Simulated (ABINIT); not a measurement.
# LaBiS2O (P4/nmm): G0W0 with ABINIT, start to end

How does a plane-wave GW calculation on LaBiS2O (P4/nmm) run from the first input to the gap?

Program: ABINIT 10.8.3. Level of theory: PBEsol and many-body steps on it, plane waves. Results are calculated unless marked as measured.

## (1) Set-up

Symmetry: P4/nmm, No. 129, tetragonal system. Conventional cell: a = 4.055 Å, b = 4.055 Å, c = 14.173 Å, α = 90.00°, β = 90.00°, γ = 90.00°. La has 4 O at 2.38 Å and 4 S at 3.21 Å nearest. Nearest to Bi lie 5 S at 2.52 to 2.88 Å. Nearest to S lie 4 Bi at 2.88 Å. S has 1 Bi at 2.52 Å and 4 La at 3.21 Å nearest. Nearest to O lie 4 La at 2.38 Å. Farther neighbours and most contacts between anions are not listed.

The cell and positions are those that the Materials Project relaxed with its own functionals (PBE, PBE+U or r2SCAN), kept fixed. Spin-orbit coupling is left out unless a step names it.

## (2) Ground state

This step: ABINIT 10.8.3; DFT, PBEsol, plane waves, norm-conserving pseudopotentials.

The ground-state density comes first.

The input, run.abi:

```
acell 3*1.0 Angstrom
rprim 
  4.055497000000 0.000000000000 0.000000000000
  0.000000000000 4.055497000000 0.000000000000
  0.000000000000 0.000000000000 14.173265000000
ntypat 4
znucl 57 83 16 8
natom 10
typat 1 1 2 2 3 3 3 3 4 4
xred 
  0.500000000000 0.000000000000 0.587742000000
  0.000000000000 0.500000000000 0.412258000000
  0.000000000000 0.500000000000 0.867775000000
  0.500000000000 0.000000000000 0.132225000000
  0.500000000000 0.000000000000 0.890020000000
  0.000000000000 0.500000000000 0.109980000000
  0.000000000000 0.500000000000 0.690201000000
  0.500000000000 0.000000000000 0.309799000000
  0.000000000000 0.000000000000 0.500000000000
  0.500000000000 0.500000000000 0.500000000000
pp_dirpath "pseudos"
pseudos "La.upf, Bi.upf, S.upf, O.upf"
ecut 50
ngkpt 4 4 1
nshiftk 1
shiftk 0 0 0
kptopt 1
chksymbreak 0
nband 53
occopt 1
tolvrs 1e-08
nstep 60
prtwf 0
optforces 0
optstress 0
indata_prefix "in"
outdata_prefix "out"
tmpdata_prefix "tmp"
```

Launch:

```
$ OMP_NUM_THREADS=1 mpirun -n 4 abinit run.abi > log
```

Numbers of over 12 decimals in the logs are rounded to 6 here.

Output:

```text
.Version 10.8.3 of ABINIT. v10.8.2 released Aug 2026.

 Symmetries : space group P4/n m m (#129); Bravais tP (primitive tetrag.)
================================================================================
 Values of the parameters that define the memory need of the present run
     intxc =       0    ionmov =       0      iscf =       7    lmnmax =       8
     lnmax =       8     mgfft =     180  mpssoang =       4    mqgrid =    8526
     natom =      10  nloc_mem =       1    nspden =       1   nspinor =       1
    nsppol =       1      nsym =      16    n1xccc =    2501    ntypat =       4
    occopt =       1   xclevel =       2
-    mband =          53        mffmem =           1         mkmem =           2
       mpw =       26580          nfft =      450000          nkpt =           6
================================================================================
  Rough estimation (10% accuracy) of disk space for files :
================================================================================

--------------------------------------------------------------------------------
------------- Echo of variables that govern the present computation ------------
--------------------------------------------------------------------------------
 -outvars: echo values of preprocessed input variables --------
            acell      1.8897261259E+00  1.8897261259E+00  1.8897261259E+00 Bohr

      chksymbreak           0
             ecut      5.00000000E+01 Hartree
-          fftalg         312

              ixc     -116133
              kpt      0.00000000E+00  0.00000000E+00  0.00000000E+00
                       2.50000000E-01  0.00000000E+00  0.00000000E+00
                       5.00000000E-01  0.00000000E+00  0.00000000E+00
                       2.50000000E-01  2.50000000E-01  0.00000000E+00
                       5.00000000E-01  2.50000000E-01  0.00000000E+00
                       5.00000000E-01  5.00000000E-01  0.00000000E+00
         kptrlatt        4    0    0      0    4    0      0    0    1
          kptrlen      2.67835892E+01
P           mkmem           2
            natom          10
            nband          53
            ngfft          50      50     180
             nkpt           6
            nstep          60
             nsym          16
           ntypat           4
              occ      2.000000  2.000000  2.000000  2.000000  2.000000  2.000000
                       2.000000  2.000000  2.000000  2.000000  2.000000  2.000000
                       2.000000  2.000000  2.000000  2.000000  2.000000  2.000000
                       2.000000  2.000000  2.000000  2.000000  2.000000  2.000000
                       2.000000  2.000000  2.000000  2.000000  2.000000  2.000000
                       2.000000  2.000000  2.000000  2.000000  2.000000  2.000000
                       2.000000  2.000000  2.000000  2.000000  2.000000  2.000000
                       2.000000  2.000000  0.000000  0.000000  0.000000  0.000000
                       0.000000  0.000000  0.000000  0.000000  0.000000
        optforces           0
        optstress           0
            prtwf           0
            rprim      4.0554970000E+00  0.0000000000E+00  0.0000000000E+00
                       0.0000000000E+00  4.0554970000E+00  0.0000000000E+00
                       0.0000000000E+00  0.0000000000E+00  1.4173265000E+01
          spgroup         129

           tolvrs      1.00000000E-08

             xred      5.0000000000E-01  0.0000000000E+00  5.8774200000E-01
                       0.0000000000E+00  5.0000000000E-01  4.1225800000E-01
                       0.0000000000E+00  5.0000000000E-01  8.6777500000E-01
                       5.0000000000E-01  0.0000000000E+00  1.3222500000E-01
[...]
znucl       57.00000   83.00000   16.00000    8.00000

================================================================================

 chkinp: Checking input parameters for consistency.

================================================================================
== DATASET  1 ==================================================================
-   mpi_nproc: 4, omp_nthreads: 1 (-1 if OMP is not activated)

--- !DatasetInfo
iteration_state: {dtset: 1, }
dimensions: {natom: 10, nkpt: 6, mband: 53, nsppol: 1, nspinor: 1, nspden: 1, mpw: 26580, }
cutoff_energies: {ecut:  50.0, pawecutdg:  -1.0, }
electrons: {nelect:   8.80000000E+01, charge:   0.00000000E+00, occopt:   1.00000000E+00, tsmear:   1.00000000E-02, }

 Real(R)+Recip(G) space primitive vectors, cartesian coordinates (Bohr,Bohr^-1):
 R(1)=  7.6637786  0.0000000  0.0000000  G(1)=  0.1304839  0.0000000  0.0000000
 R(2)=  0.0000000  7.6637786  0.0000000  G(2)=  0.0000000  0.1304839  0.0000000
 R(3)=  0.0000000  0.0000000 26.7835892  G(3)=  0.0000000  0.0000000  0.0373363
 Unit cell volume ucvol=  1.5730940E+03 bohr^3
 Angles (23,13,12)=  9.00000000E+01  9.00000000E+01  9.00000000E+01 degrees

 getcut: wavevector=  0.0000  0.0000  0.0000  ngfft=  50  50 180
         ecut(hartree)=     50.000   => boxcut(ratio)=   2.04964

--- Pseudopotential description ------------------------------------------------
- La Generated using ONCVPSP code by D. R. Hamann
- 57.00000  11.00000  180301                  znucl, zion, pspdat
12 -116133 3 -1 1812                          pspcod,pspxc,lmax,lloc,mmax
[...]
1.68347543E+04                                ecore*ucvol(ha*bohr**3)
--------------------------------------------------------------------------------

_setup2: Arith. and geom. avg. npw (full set) are   26570.813   26570.806

================================================================================

--- !BeginCycle
iteration_state: {dtset: 1, }
solver: {iscf: 7, nstep: 60, nline: 4, wfoptalg: 0, }
tolerances: {tolvrs: 1.00E-08, }

     iter   Etot(hartree)      deltaE(h)  residm     vres2
 ETOT  1  -309.93857615613    -3.099E+02 1.586E-01 8.912E+04
 ETOT  2  -310.55324471045    -6.147E-01 5.014E-02 1.499E+04
 ETOT  3  -311.39058453485    -8.373E-01 1.143E-02 2.316E+04
 ETOT  4  -311.53983007014    -1.492E-01 1.496E-02 9.768E+03
 ETOT  5  -311.60434406624    -6.451E-02 6.231E-03 2.680E+02
 ETOT  6  -311.60689125495    -2.547E-03 8.661E-03 3.907E+01
 ETOT  7  -311.60779640049    -9.051E-04 5.434E-03 1.113E+01
 ETOT  8  -311.60802702195    -2.306E-04 2.914E-03 3.851E-01
 ETOT  9  -311.60811805856    -9.104E-05 1.433E-03 1.504E-01
 ETOT 10  -311.60815126453    -3.321E-05 1.726E-03 2.511E-02
[...]
ETOT 34  -311.60817743723    -3.587E-10 2.290E-04 4.969E-06
 ETOT 35  -311.60817743743    -2.043E-10 1.618E-04 1.134E-06
 ETOT 36  -311.60817743746    -2.467E-11 1.633E-04 1.216E-08
 ETOT 37  -311.60817743744     1.330E-11 1.412E-04 7.892E-08
 ETOT 38  -311.60817743748    -3.774E-11 1.183E-04 2.955E-09

 At SCF step   38       vres2   =  2.95E-09 < tolvrs=  1.00E-08 =>converged.

--- !ResultsGS
iteration_state: {dtset: 1, }
comment   : Summary of ground state results
lattice_vectors:
- [  7.6637786,   0.0000000,   0.0000000, ]
- [  0.0000000,   7.6637786,   0.0000000, ]
- [  0.0000000,   0.0000000,  26.7835892, ]
lattice_lengths: [   7.66378,    7.66378,   26.78359, ]
lattice_angles: [ 90.000,  90.000,  90.000, ] # degrees, (23, 13, 12)
lattice_volume:   1.5730940E+03
convergence: {deltae: -3.774E-11, res2:  2.955E-09, residm:  1.183E-04, diffor:  0.000E+00, }
etotal    :  -3.11608177E+02
entropy   :   0.00000000E+00
fermie    :   1.61194478E-01
cartesian_stress_tensor: null
pressure_GPa: null
xred      :
- [  5.0000E-01,   0.0000E+00,   5.8774E-01, La]
- [  0.0000E+00,   5.0000E-01,   4.1226E-01, La]
- [  0.0000E+00,   5.0000E-01,   8.6777E-01, Bi]
- [  5.0000E-01,   0.0000E+00,   1.3223E-01, Bi]
- [  5.0000E-01,   0.0000E+00,   8.9002E-01,  S]
- [  0.0000E+00,   5.0000E-01,   1.0998E-01,  S]
- [  0.0000E+00,   5.0000E-01,   6.9020E-01,  S]
- [  5.0000E-01,   0.0000E+00,   3.0980E-01,  S]
- [  0.0000E+00,   0.0000E+00,   5.0000E-01,  O]
- [  5.0000E-01,   5.0000E-01,   5.0000E-01,  O]
cartesian_forces: null
force_length_stats: {min: null, max: null, mean: null, }

 Integrated electronic density in atomic spheres:
 ------------------------------------------------
 Atom  Sphere_radius  Integrated_density
[...]
================================================================================

 ----iterations are completed or convergence reached----

 Mean square residual over all n,k,spin=   23.866E-07; max=  11.833E-05
 reduced coordinates (array xred) for   10 atoms
[...]
0.000000000000      0.500000000000      0.109980000000
       0.000000000000      0.500000000000      0.690201000000
       0.500000000000      0.000000000000      0.309799000000
       0.000000000000      0.000000000000      0.500000000000
       0.500000000000      0.500000000000      0.500000000000
 rms dE/dt=  0.0000E+00; max dE/dt=  0.0000E+00; dE/dt below (all hartree)
    1       0.000000000000      0.000000000000      0.000000000000
    2       0.000000000000      0.000000000000      0.000000000000
    3       0.000000000000      0.000000000000      0.000000000000
    4       0.000000000000      0.000000000000      0.000000000000
    5       0.000000000000      0.000000000000      0.000000000000
    6       0.000000000000      0.000000000000      0.000000000000
    7       0.000000000000      0.000000000000      0.000000000000
    8       0.000000000000      0.000000000000      0.000000000000
    9       0.000000000000      0.000000000000      0.000000000000
   10       0.000000000000      0.000000000000      0.000000000000

 cartesian coordinates (angstrom) at end:
[...]
6      0.000000     2.027748     1.558776
    7      0.000000     2.027748     9.782402
    8      2.027748     0.000000     4.390863
    9      0.000000     0.000000     7.086633
   10      2.027748     2.027748     7.086633
 length scales=  1.889726125908  1.889726125908  1.889726125908 bohr
              =  1.000000000000  1.000000000000  1.000000000000 angstroms
 prteigrs : about to open file out_EIG
 Fermi (or HOMO) energy (hartree) =   0.16119   Average Vxc (hartree)=  -0.37072
 Eigenvalues (hartree) for nkpt=   6  k points:
 kpt#   1, nband= 53, wtk=  0.06250, kpt=  0.0000  0.0000  0.0000 (reduced coord)
  -0.95615   -0.94868   -0.66974   -0.66971   -0.66846   -0.66844   -0.66732   -0.66723
  -0.66560   -0.66560   -0.66550   -0.66550   -0.47948   -0.42751   -0.36225   -0.36225
  -0.35258   -0.34532   -0.34532   -0.33492   -0.31998   -0.30101   -0.23956   -0.23901
  -0.13726   -0.12404    0.02597    0.03005    0.05252    0.05252    0.05765    0.06428
   0.06428    0.06606    0.06606    0.10302    0.10610    0.10610    0.12614    0.13872
   0.14716    0.14716    0.16067    0.16067    0.28641    0.29650    0.29844    0.30469
   0.31974    0.32797    0.32936    0.33197    0.33411
 prteigrs : prtvol=0 or 1, do not print more k-points.

--- !EnergyTerms
iteration_state     : {dtset: 1, }
comment             : Components of total free energy in Hartree
kinetic             :  1.33016316102512E+02
hartree             :  6.98851223464909E+01
xc                  : -8.05125609346526E+01
Ewald energy        : -2.08164003831641E+02
psp_core            :  1.07016835192255E+01
local_psp           : -2.14216822021323E+02
non_local_psp       : -2.23179126180923E+01
total_energy        : -3.11608177437481E+02
total_energy_eV     : -8.47929047365747E+03
band_energy         : -2.26464879475662E+01

== END DATASET(S) ==============================================================
================================================================================

 -outvars: echo values of variables after computation  --------
           etotal     -3.1160817744E+02
            nband          53
             nkpt           6
          spgroup         129
 [... the other variables as echoed above ...]

 Calculation completed.
```

Wall time 6 min (4 MPI ranks of Arm Neoverse V2, shared host); peak memory 0.95 GiB; 24 min of CPU time.

This step gave:

```yaml
total_energy: -8479.2905 eV
gap: 0.8512 eV
k_of_the_valence_top: 0.5, 0, 0
k_of_the_conduction_bottom: 0.5, 0, 0
least_direct_gap: 0.8512 eV
```

The gap is direct, at (0.500, 0.000, 0.000).

## (3) Empty states on the mesh, 4×4×1 mesh, 149 bands

The sums over transitions need many empty states on a uniform mesh; this step solves for them.

Changes to run.abi since step 2:

```diff
@@ -28,9 +28,10 @@
 chksymbreak 0
-nband 53
-occopt 1
-tolvrs 1e-08
+iscf -2
+irdden 1
+istwfk *1
+nband 149
+nbdbuf 12
+tolwfr 1e-09
 nstep 60
-prtwf 0
-optforces 0
-optstress 0
+prtvol 0
 indata_prefix "in"
```

Output:

```text
.Version 10.8.3 of ABINIT. v10.8.2 released Aug 2026.

 Symmetries : space group P4/n m m (#129); Bravais tP (primitive tetrag.)
[... echo of the input left out ...]
== DATASET  1 ==================================================================
-   mpi_nproc: 4, omp_nthreads: 1 (-1 if OMP is not activated)

--- !DatasetInfo
iteration_state: {dtset: 1, }
dimensions: {natom: 10, nkpt: 6, mband: 149, nsppol: 1, nspinor: 1, nspden: 1, mpw: 26636, }
cutoff_energies: {ecut:  50.0, pawecutdg:  -1.0, }
electrons: {nelect:   8.80000000E+01, charge:   0.00000000E+00, occopt:   1.00000000E+00, tsmear:   1.00000000E-02, }

 Real(R)+Recip(G) space primitive vectors, cartesian coordinates (Bohr,Bohr^-1):
 R(1)=  7.6637786  0.0000000  0.0000000  G(1)=  0.1304839  0.0000000  0.0000000
 R(2)=  0.0000000  7.6637786  0.0000000  G(2)=  0.0000000  0.1304839  0.0000000
 R(3)=  0.0000000  0.0000000 26.7835892  G(3)=  0.0000000  0.0000000  0.0373363
 Unit cell volume ucvol=  1.5730940E+03 bohr^3
 Angles (23,13,12)=  9.00000000E+01  9.00000000E+01  9.00000000E+01 degrees

 getcut: wavevector=  0.0000  0.0000  0.0000  ngfft=  50  50 180
         ecut(hartree)=     50.000   => boxcut(ratio)=   2.04964

--- Pseudopotential description ------------------------------------------------
- La Generated using ONCVPSP code by D. R. Hamann
- 57.00000  11.00000  180301                  znucl, zion, pspdat
12 -116133 3 -1 1812                          pspcod,pspxc,lmax,lloc,mmax
     nproj     2     2     2     2
  pspatm : epsatm=   29.08531999
         --- l  ekb(1:nproj) -->
             0    6.695600    0.639047
             1    6.383649    1.151322
             2    3.612966    0.847811
[...]
pspatm: atomic psp has been read  and splines computed

- Bi Generated using ONCVPSP code by D. R. Hamann
- 83.00000  15.00000  180301                  znucl, zion, pspdat
12 -116133 2 -1 1472                          pspcod,pspxc,lmax,lloc,mmax
     nproj     2     2     2     0
  pspatm : epsatm=   42.90077801
         --- l  ekb(1:nproj) -->
[...]
pspatm: atomic psp has been read  and splines computed

- S Generated using ONCVPSP code by D. R. Hamann
- 16.00000   6.00000  180301                  znucl, zion, pspdat
12 -116133 2 -1 1146                          pspcod,pspxc,lmax,lloc,mmax
     nproj     2     2     2     0
  pspatm : epsatm=    8.71840686
         --- l  ekb(1:nproj) -->
[...]
pspatm: atomic psp has been read  and splines computed

- O Generated using ONCVPSP code by D. R. Hamann
-  8.00000   6.00000  180301                  znucl, zion, pspdat
12 -116133 2 -1 936                           pspcod,pspxc,lmax,lloc,mmax
     nproj     2     2     1     0
  pspatm : epsatm=    6.22910120
         --- l  ekb(1:nproj) -->
[...]
2   -1.335834
 pspatm: atomic psp has been read  and splines computed

[...]
-6.6732E-01 -6.6723E-01 -6.6560E-01 -6.6560E-01 -6.6550E-01 -6.6550E-01
 -4.7948E-01 -4.2751E-01 -3.6225E-01 -3.6225E-01 -3.5258E-01 -3.4532E-01
[...]
1.0385E+00  1.0446E+00  1.0446E+00  1.0454E+00  1.0527E+00  1.0550E+00
  1.0550E+00  1.0660E+00  1.0718E+00  1.0996E+00  1.0996E+00  1.1043E+00
  1.1194E+00  1.1194E+00  1.1195E+00  1.1340E+00  1.1445E+00
 prteigrs : prtvol=0 or 1, do not print more k-points.

--- !ResultsGS
iteration_state: {dtset: 1, }
comment   : Summary of ground state results
lattice_vectors:
- [  7.6637786,   0.0000000,   0.0000000, ]
- [  0.0000000,   7.6637786,   0.0000000, ]
- [  0.0000000,   0.0000000,  26.7835892, ]
lattice_lengths: [   7.66378,    7.66378,   26.78359, ]
lattice_angles: [ 90.000,  90.000,  90.000, ] # degrees, (23, 13, 12)
lattice_volume:   1.5730940E+03
convergence: {deltae:  0.000E+00, res2:  0.000E+00, residm:  9.994E-10, diffor:  0.000E+00, }
etotal    :  -3.11608177E+02
entropy   :   0.00000000E+00
fermie    :   1.61194478E-01
cartesian_stress_tensor: null
pressure_GPa: null
xred      :
- [  5.0000E-01,   0.0000E+00,   5.8774E-01, La]
- [  0.0000E+00,   5.0000E-01,   4.1226E-01, La]
- [  0.0000E+00,   5.0000E-01,   8.6777E-01, Bi]
- [  5.0000E-01,   0.0000E+00,   1.3223E-01, Bi]
- [  5.0000E-01,   0.0000E+00,   8.9002E-01,  S]
- [  0.0000E+00,   5.0000E-01,   1.0998E-01,  S]
- [  0.0000E+00,   5.0000E-01,   6.9020E-01,  S]
- [  5.0000E-01,   0.0000E+00,   3.0980E-01,  S]
- [  0.0000E+00,   0.0000E+00,   5.0000E-01,  O]
- [  5.0000E-01,   5.0000E-01,   5.0000E-01,  O]
cartesian_forces: null
force_length_stats: {min: null, max: null, mean: null, }

 Integrated electronic density in atomic spheres:
 ------------------------------------------------
 Atom  Sphere_radius  Integrated_density
[...]
================================================================================

 ----iterations are completed or convergence reached----

 Mean square residual over all n,k,spin=   54.157E-11; max=  99.942E-11
 reduced coordinates (array xred) for   10 atoms
[...]
0.000000000000      0.000000000000      0.500000000000
       0.500000000000      0.500000000000      0.500000000000

 cartesian coordinates (angstrom) at end:
    1      2.027748     0.000000     8.330223
    2      0.000000     2.027748     5.843042
    3      0.000000     2.027748    12.299205
[...]
9      0.000000     0.000000     7.086633
   10      2.027748     2.027748     7.086633
 length scales=  1.889726125908  1.889726125908  1.889726125908 bohr
              =  1.000000000000  1.000000000000  1.000000000000 angstroms
 prteigrs : about to open file out_EIG
 Eigenvalues (hartree) for nkpt=   6  k points:
 kpt#   1, nband=149, wtk=  0.06250, kpt=  0.0000  0.0000  0.0000 (reduced coord)
[...]
0.98820    0.99975    0.99975    1.01061    1.03851    1.04455    1.04455    1.04538
   1.05266    1.05498    1.05498    1.06597    1.07183    1.09961    1.09961    1.10427
   1.11941    1.11941    1.11952    1.13399    1.14451
 prteigrs : prtvol=0 or 1, do not print more k-points.

== END DATASET(S) ==============================================================
================================================================================

 -outvars: echo values of variables after computation  --------
            nband         149
             nkpt           6
          spgroup         129
 [... the other variables as echoed above ...]

 Calculation completed.
```

The job ended after 5.9 min (4 MPI ranks; peak memory 0.88 GiB; 23 min of CPU time).

Numbers from this step:

```yaml
gap: 0.8512 eV
k_of_the_valence_top: 0.5, 0, 0
k_of_the_conduction_bottom: 0.5, 0, 0
least_direct_gap: 0.8512 eV
k_points_computed: 6
lowest_point_of_the_top_converged_band_above_the_valence_top: 23.52 eV
```

On this mesh the gap is 0.851 eV.

(Continued in part 2 of 2.)

[Paths, hosts, dates, memory and timing lines, banners, echoed tables and standing remarks are left out of the program output.]

[Logs are printed without paths, hosts, clocks, repeated set-up lines and the standing remarks that a program may print on its own settings, such as how far it seeks lower states.]

[Runs of the session that timed out or met a known fault of the program may be left out.]

[Hosts, paths, dates, database ids (printed as entryN), source tags and the programs' standing remarks are cut or masked in the printed files.]

[G0W0 gaps are taken among the corrected bands and points alone; a level outside them can change the order at an edge.]

[Where Ansatz stands beside ABINIT at settings called matched, ABINIT's density can come from a denser mesh and the files from another edition; pairs whose starting gaps differed by over 0.03 eV were left out, so agreement reads better than it is.]
